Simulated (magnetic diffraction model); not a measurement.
**Solving a magnetic structure from powder neutron data: Ca2TaMnS6**

Space group P2_1/c (no. 14), a = 6.5760 Å, b = 6.8050 Å, c = 11.5075 Å, β = 124.02°.

```csv
site,atom,x,y,z
2d,Ta,1/2,1/2,0
2a,Mn,0,1/2,1/2
4e,Ca,0.7285,0.9423,0.2471
4e,S,0.6199,0.7188,0.4424
4e,S,0.7315,0.1892,0.4383
4e,S,0.8535,0.5430,0.2385
```

This is a made-up structure (elements placed in a structure type, unrelaxed), so the numbers test the method and describe no known phase.

Only Mn is taken to order (form factors of Mn3+); orders and moment sizes are assumed, and not adapted to the symmetry. Radiation: neutrons of λ = 2.567 Å, 8° to 45°; isotropic B of 0.15 Å² (Ta), 0.23 Å² (Mn), 0.23 Å² (Ca) and 0.29 Å² (S). Simulated constant-wavelength pattern: nuclear and magnetic terms add, the magnetic one as |2.695 fm × Σ f S⊥ exp(2πi Q·r) exp(−B s²)|², summed over all Q at one angle with the factor 1/(sin²θ cos θ). For collinear order S is the moment m, which repeats by lattice and centring translations R with the sign exp(−2πi k·R). Free-ion form factors, Sears's scattering lengths of 1992, no absorption; a label names one of the reflections at its angle. The strongest nuclear line in the range is 100, and lines under 0.2 are left out.

Above the ordering temperature:

```tsv
2θ (°)	index	I
26.79	(0 1 1)	100.0
27.24	(1 0 0)	61.2
27.62	(1 0 -2)	39.7
31.23	(0 0 2)	3.3
31.50	(1 1 -1)	3.3
35.12	(1 1 0)	4.1
35.42	(1 1 -2)	3.8
44.32	(0 2 0)	4.7
44.70	(1 1 1)	14.8
```

Below it (cell unchanged):

```
2θ (°)      I
 17.35   31.9
 17.50   31.7
 26.79  100.0
 27.24   61.2
 27.62   39.7
 28.02   16.1
 28.29   15.8
 31.23    3.3
 31.50    3.3
 35.12    4.1
 35.42    3.8
 35.69    5.6
 35.76    5.6
 36.60    5.5
 36.82    5.5
 42.23    4.7
 42.38    6.8
 42.42    4.7
 42.70    6.7
 42.89    4.6
 43.46    4.5
 44.32    4.7
 44.70   14.8
```

**Question.** Find the propagation vector, then choose among these models:
A. collinear moments along [100], 3.07 μB on Mn; signs + at (0, 1/2, 1/2), + at (0, 0, 0)
B. collinear moments along [110], 3.07 μB on Mn; signs + at (0, 1/2, 1/2), − at (0, 0, 0)
C. collinear moments along [100], 3.07 μB on Mn; signs + at (0, 1/2, 1/2), − at (0, 0, 0)
D. collinear moments along [110], 3.07 μB on Mn; signs + at (0, 1/2, 1/2), + at (0, 0, 0)

The new lines index as (1/2 1/2 0) at 17.35°, (1/2 1/2 -1) at 17.50°, (1/2 1/2 1) at 28.02° and (1/2 1/2 -2) at 28.29°, that is as H ± k with k = (1/2 1/2 0). Half indices mean that the moments reverse under translations with k·R a half-integer, and the magnetic cell has twice the primitive volume.

Magnetic intensity, observed (below minus above) and for each model:

| 2θ (°) | index | observed | A | B | C | D |
| --- | --- | --- | --- | --- | --- | --- |
| 35.69 | (1/2 3/2 0) | 5.6 | 9.9 | 5.6 | 9.9 | 5.6 |
| 35.76 | (1/2 3/2 -1) | 5.6 | 9.8 | 5.6 | 9.8 | 5.6 |
| 36.60 | (3/2 1/2 -1) | 5.5 | 1.4 | 5.5 | 1.4 | 5.5 |
| 36.82 | (3/2 1/2 -2) | 5.5 | 1.4 | 5.5 | 1.4 | 5.5 |
| 42.23 | (1/2 3/2 1) | 4.7 | 6.8 | 4.7 | 6.8 | 4.7 |
| 42.42 | (1/2 3/2 -2) | 4.7 | 6.7 | 4.7 | 6.7 | 4.7 |
| 42.89 | (3/2 1/2 0) | 4.6 | 2.5 | 4.6 | 2.5 | 4.6 |
| 43.46 | (3/2 1/2 -3) | 4.5 | 2.6 | 4.5 | 2.6 | 4.5 |

Models B and D match alike on every line, so these data can't choose among them (such ties are often domains of one structure).

The structure used: k = (1/2 1/2 0), collinear moments along [110], 3.07 μB on Mn; signs + at (0, 1/2, 1/2), + at (0, 0, 0).

[Logs are printed without paths, hosts, clocks, repeated set-up lines and the standing remarks that a program may print on its own settings, such as how far it seeks lower states.]
